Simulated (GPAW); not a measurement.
# Screening of a field by S/Ta(110), part 2 of 2

Wanted: the out-of-plane polarisability of S/Ta(110).

GPAW 26.7.0; GPAW, PAW setups; slab in vacuum, relaxation (the session's first sound run).

So far, dipole along the normal (e·Å): step 2 (relaxing the atoms) -0.0265; step 3 (the slab's potential) -0.0262; step 4 (In a field) -0.129; step 5 (field on) -0.0774.

**8. Field on**

The input, run.py:

```python
import json
import numpy as np
from ase import Atoms
from gpaw import GPAW, PW
from gpaw.external import ConstantElectricField

slab = Atoms(
    ['Ta', 'Ta', 'Ta', 'Ta', 'S'],
    positions=[
        [0.00000, 0.00000, 9.00000],
        [2.34052, -0.00000, 11.34052],
        [-0.00642, 0.00000, 13.66814],
        [2.25019, -0.00000, 16.02592],
        [3.98892, -0.00000, 17.77798]],
    cell=[[2.34052, -1.655, 0.0], [2.34052, 1.655, 0.0], [0.0, 0.0, 27.43085]],
    pbc=[True, True, False])

slab.calc = GPAW(mode=PW(400), xc='PBE', kpts={'size': (12, 12, 1), 'gamma': True},
                 occupations={'name': 'fermi-dirac', 'width': 0.1}, nbands='160%',
                 convergence={'density': 1e-05}, maxiter=200,
                 poissonsolver={'dipolelayer': 'xy'},
                 external=ConstantElectricField(0.1, [0, 0, 1]),
                 symmetry={'tolerance': 1e-3}, txt='slab.txt')
result = {}
energy = slab.get_potential_energy()
fermi = slab.calc.get_fermi_level()
v = slab.calc.get_electrostatic_potential().mean((0, 1)) - fermi
n = slab.calc.get_pseudo_density().mean((0, 1))
L = slab.cell[2, 2]
z = np.arange(len(v)) * L / len(v)
low, high = slab.positions[:, 2].min(), slab.positions[:, 2].max()
below, above = np.interp([low - 6.8, high + 6.8], z, v)
slopes = [np.interp(x, z, np.gradient(v, z)) for x in (low - 6.8, high + 6.8)]
eps = np.array([[slab.calc.get_eigenvalues(k, s) for k in range(len(slab.calc.get_ibz_k_points()))]
                for s in range(slab.calc.get_number_of_spins())]) - fermi
top, bottom = eps[eps < 0].max(), eps[eps > 0].min()
dipole = slab.get_dipole_moment()[2]
print(f'energy {energy:.4f} eV, Fermi level {fermi:.4f} eV, dipole {dipole:.5f} e A')
print(f'potential 6.8 A off the faces, from the Fermi level: lower {below:.4f} eV, upper {above:.4f} eV')
print(f'slope of the potential there: lower {slopes[0]:.5f}, upper {slopes[1]:.5f} eV/A')
print(f'nearest levels on the mesh: {top:.4f} and {bottom:.4f} eV')
print('magnetic moment', round(slab.get_magnetic_moment(), 3))
result.update(energy=energy, fermi=fermi, dipole=dipole, below=below, above=above, slopes=slopes, edges=[top, bottom],
              z=z.tolist(), v=v.tolist(), n=n.tolist(), positions=slab.positions.tolist(),
              forces=slab.get_forces(apply_constraint=False).tolist(), moments=slab.get_magnetic_moments().tolist())
json.dump(result, open('result.json', 'w'))
```

Launch:

```sh
$ OMP_NUM_THREADS=1 OPENBLAS_NUM_THREADS=1 python run.py
```

The program printed:

```text
energy -43.1906 eV, Fermi level 1.6587 eV, dipole 0.02516 e A
potential 6.8 A off the faces, from the Fermi level: lower 5.4715 eV, upper 4.8840 eV
slope of the potential there: lower -0.00004, upper -0.00001 eV/A
nearest levels on the mesh: -0.0456 and 0.0014 eV
magnetic moment 0.0
```

The job ended after 5.9 min (1 thread of Arm Neoverse V1, shared host; peak memory 0.5 GiB).

The dipole is now 0.0252 e Å, against -0.026 in the run without a field.

**9. Field on**

Edit run.py of step 8 so:

```diff
@@ -21,3 +21,3 @@
                  poissonsolver={'dipolelayer': 'xy'},
-                 external=ConstantElectricField(0.1, [0, 0, 1]),
+                 external=ConstantElectricField(0.2, [0, 0, 1]),
                  symmetry={'tolerance': 1e-3}, txt='slab.txt')
```

The program printed:

```text
energy -43.1958 eV, Fermi level 1.6076 eV, dipole 0.07656 e A
potential 6.8 A off the faces, from the Fermi level: lower 6.1620 eV, upper 4.3738 eV
slope of the potential there: lower -0.00005, upper -0.00002 eV/A
nearest levels on the mesh: -0.0450 and 0.0028 eV
magnetic moment 0.0
```

Elapsed: 6.1 min, on 1 thread; peak memory 0.5 GiB.

The dipole is now 0.0766 e Å, against -0.026 in the run without a field.

**10. In a field**

Edit run.py of step 9 so:

```diff
@@ -21,3 +21,3 @@
                  poissonsolver={'dipolelayer': 'xy'},
-                 external=ConstantElectricField(0.2, [0, 0, 1]),
+                 external=ConstantElectricField(0.3, [0, 0, 1]),
                  symmetry={'tolerance': 1e-3}, txt='slab.txt')
```

The program printed:

```text
energy -43.2061 eV, Fermi level 1.5556 eV, dipole 0.12805 e A
potential 6.8 A off the faces, from the Fermi level: lower 6.8555 eV, upper 3.8646 eV
slope of the potential there: lower -0.00007, upper -0.00002 eV/A
nearest levels on the mesh: -0.0445 and 0.0041 eV
magnetic moment 0.0
```

Run time: 6.1 min. Hardware: 1 thread; peak memory 0.5 GiB.

The electrostatic potential energy of an electron (without an applied field's), less the Fermi level, planar mean oscillates, so the rows of the table below give means over windows of 2.3 Å about each position, cut where the curve ends. Its maxima inside the range that stand out by 2 % of the span (Å: eV): 1.8: 6.86, 10.2: -0.245, 12.5: -1.06, 14.8: -1.58, 17.0: -6.12. Its minima: 9.0: -24.0, 11.4: -24.5, 13.7: -25.1, 16.1: -26.3, 17.8: -23.1.

Electrostatic potential energy of an electron (without an applied field's), less the Fermi level, planar mean against z; means over each step:

| z (Å) | electrostatic potential energy of an electron (without an applied field's), less the Fermi level, planar mean (eV) |
| --- | --- |
| 1.15 | 6.73 |
| 3.45 | 6.85 |
| 5.75 | 6.73 |
| 8.05 | -5.28 |
| 10.35 | -10.6 |
| 12.65 | -11.4 |
| 14.95 | -11.8 |
| 17.25 | -14.1 |
| 19.55 | 2.79 |
| 21.85 | 3.86 |
| 24.15 | 3.86 |
| 26.45 | 3.94 |

The dipole is now 0.128 e Å, against -0.026 in the run without a field.

**11. The series**

The members are put on one axis.

This step: induced dipole against applied field (GPAW 26.7.0).

The dipole along the normal by field:

| field (V/Å) | dipole along the normal (e·Å) |
| --- | --- |
| -0.200 | -0.129 |
| -0.100 | -0.0774 |
| -0.050 | -0.0518 |
| 0.000 | -0.0262 |
| 0.050 | -5.0e-4 |
| 0.100 | 0.0252 |
| 0.200 | 0.0766 |
| 0.300 | 0.128 |

**12. Outcome**

| Item | Value |
| --- | --- |
| work function, upper and lower face | 5.395 and 4.784 eV |
| dipole along the normal | -0.0262 e Å |
| induced dipole per field | 0.513 e Å per V/Å |
| out-of-plane polarisability per area, α/(ε0 A) | 12.0 Å |

**Reading.** The field induces 0.513 e Å per V/Å, a polarisable thickness α/(ε0 A) of 12.0 Å beside 8.78 Å between the outermost nuclei. A perfect conductor would give the distance between its two image planes; a dielectric of thickness t gives t(1 - 1/ε). The two faces differ by 0.61 eV, the step that the slab's dipole makes (e p/(ε0 A) gives 0.61 eV), so the dipole layer is needed. The induced dipole is linear in the field over this range. The cell of 7.75 Å² holds one S, started on one chosen site; other sites and coverages weren't tried. The in-plane lattice was kept as typed, which isn't the functional's own and leaves some strain; spin-orbit coupling and temperature are left out.

[Logs are printed without paths, hosts, clocks, repeated set-up lines and the standing remarks that a program may print on its own settings, such as how far it seeks lower states.]

[Hosts, paths, dates, database ids (printed as entryN), source tags and the programs' standing remarks are cut or masked in the printed files.]
